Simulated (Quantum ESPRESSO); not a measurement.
# E(M) of CoSi

Aim: the energy of CoSi as a function of the total spin moment of its primitive cell.

Program: Quantum ESPRESSO 7.5. Level of theory: PBE; plane waves with GBRV 1.5 PBE potentials, no spin-orbit coupling. Results are calculated unless marked as measured.

Report form: the programs' logs are mostly left out.

### Step 1. Starting point

Symmetry: P2_13, No. 198, cubic system. The conventional cell has a = 4.444 Å, b = 4.444 Å, c = 4.444 Å, α = 90.00°, β = 90.00°, γ = 90.00°. Nearest to Co lie 7 Si at 2.31 to 2.45 Å. Nearest to Si lie 7 Co at 2.31 to 2.45 Å. Farther neighbours are not listed.

The lattice constants were typed from memory of published values and not checked against a source.

### Step 2. No moment imposed

The input, pw.in:

```
&CONTROL
  calculation = 'scf'
  prefix = 'pwscf'
  outdir = './tmp'
  pseudo_dir = './pseudo'
  disk_io = 'nowf'
/
&SYSTEM
  ibrav = 0
  celldm(1) = 8
  nat = 8
  ntyp = 2
  ecutwfc = 40
  ecutrho = 280
  nbnd = 59
  occupations = 'smearing'
  smearing = 'fd'
  degauss = 0.00367493
  nspin = 2
  starting_magnetization(1) = 0.1176
  starting_magnetization(2) = 0
/
&ELECTRONS
  conv_thr = 1.6d-08
  electron_maxstep = 150
  mixing_beta = 0.3
/
ATOMIC_SPECIES
Co     58.9332 co_pbe_v1.2.uspp.F.UPF
Si     28.0850 si_pbe_v1.uspp.F.UPF
CELL_PARAMETERS alat
   1.0497428622296    0.0000000000000    0.0000000000000
   0.0000000000000    1.0497428622296    0.0000000000000
   0.0000000000000    0.0000000000000    1.0497428622296
ATOMIC_POSITIONS crystal
Co      0.1430000000    0.1430000000    0.1430000000
Co      0.6430000000    0.3570000000    0.8570000000
Co      0.8570000000    0.6430000000    0.3570000000
Co      0.3570000000    0.8570000000    0.6430000000
Si      0.8430000000    0.8430000000    0.8430000000
Si      0.3430000000    0.6570000000    0.1570000000
Si      0.1570000000    0.3430000000    0.6570000000
Si      0.6570000000    0.1570000000    0.3430000000
K_POINTS automatic
6 6 6 0 0 0
```

On the command line:

```sh
$ OMP_NUM_THREADS=1 mpirun -n 4 pw.x -nk 4 -in pw.in > pw.out
```

The job ended after 49 s (4 MPI ranks of Arm Neoverse V2, shared host; peak memory 0.56 GiB).

Spin moment in the atom's sphere by atom:

```tsv
atom	spin moment in the atom's sphere (μB)
Co1	0.0001
Co2	0.0001
Co3	0.0001
Co4	0.0001
Si5	0.0000
Si6	0.0000
Si7	0.0000
Si8	0.0000
```

Numbers from this step:

```
smearing term TS       : 0.01428 eV
magnetization          : 0 μB
absolute magnetization : 0 μB
final state            : non-magnetic
```

### Step 3. Moment fixed at 0 μB

The two spin channels are filled to separate Fermi energies, so that the total moment meets the target. Half of the up one less the down one is the slope dE/dM.

pw.in, as its differences from that of step 2:

```diff
@@ -14,3 +14,3 @@
   ecutrho = 280
-  nbnd = 59
+  nbnd = 56
   occupations = 'smearing'
@@ -19,4 +19,5 @@
   nspin = 2
-  starting_magnetization(1) = 0.1176
+  starting_magnetization(1) = 0.0059
   starting_magnetization(2) = 0
+  tot_magnetization = 0
 /
```

It took 56 s on 4 MPI ranks; peak memory 0.55 GiB.

This step gave:

* magnetization: 0 μB
* absolute magnetization: 0 μB
* half the difference of the two Fermi energies: 0 meV
* largest moment: 0 μB

### Step 4. Moment fixed at 0.267 μB

pw.in, as its differences from that of step 3:

```diff
@@ -21,3 +21,3 @@
   starting_magnetization(2) = 0
-  tot_magnetization = 0
+  tot_magnetization = 0.267
 /
```

Elapsed: 53 s, on 4 MPI ranks; peak memory 0.55 GiB.

Spin moment in the atom's sphere by atom:

```tsv
atom	spin moment in the atom's sphere (μB)
Co1	0.0712
Co2	0.0712
Co3	0.0712
Co4	0.0712
Si5	-0.0019
Si6	-0.0019
Si7	-0.0019
Si8	-0.0019
```

Read from the output:

* magnetization: 0.267 μB
* absolute magnetization: 0.313 μB
* half the difference of the two Fermi energies: 130.7 meV

### Step 5. Moment fixed at 0.533 μB

pw.in, as its differences from that of step 4:

```diff
@@ -19,5 +19,5 @@
   nspin = 2
-  starting_magnetization(1) = 0.0059
+  starting_magnetization(1) = 0.0078
   starting_magnetization(2) = 0
-  tot_magnetization = 0.267
+  tot_magnetization = 0.533
 /
```

The job ended after 61 s (4 MPI ranks; peak memory 0.55 GiB).

This step gave:

- magnetization: 0.533 μB
- absolute magnetization: 0.621 μB
- half the difference of the two Fermi energies: 191.3 meV
- largest moment: 0.1413 μB

### Step 6. The curve

The runs not shown differ in the target, the start and the number of states alone. The point at 0.00 μB is the free run, entered with slope zero.

Energy over the lowest against total spin moment:

```tsv
total spin moment (μB a cell)	energy over the lowest (meV a cell)
0.000	0
0.000	0
0.267	18.7
0.533	62.0
0.800	118
1.067	181
1.333	248
1.600	318
1.867	390
2.133	465
2.400	548
```

Table of dE/dM by total spin moment:

```tsv
total spin moment (μB a cell)	dE/dM (meV/μB)
0.000	-0.00429
0.000	0
0.267	131
0.533	191
0.800	224
1.067	244
1.333	258
1.600	265
1.867	273
2.133	294
2.400	332
```

Largest site moment against total spin moment:

```tsv
total spin moment (μB a cell)	largest site moment (μB)
0.000	3.4e-6
0.000	7.1e-5
0.267	0.0712
0.533	0.141
0.800	0.210
1.067	0.278
1.333	0.345
1.600	0.411
1.867	0.477
2.133	0.542
2.400	0.605
```

### Step 7. Summary of results

```yaml
moment_of_the_free_run: 0.00 μB a cell
```

In words: The energy is least at zero total moment. The points show one minimum alone. All runs start parallel; opposed orders may lie lower.

[Logs and program files are shortened in this print: banners, set-up blocks, solver, clock and traceback lines can be left out without a mark of their own.]

[Logs are printed without paths, hosts, clocks, repeated set-up lines and the standing remarks that a program may print on its own settings, such as how far it seeks lower states.]

[Hosts, paths, dates, database ids (printed as entryN), source tags and the programs' standing remarks are cut or masked in the printed files.]

[Where a cell is said to come from a database of computed structures, the database is the Materials Project.]
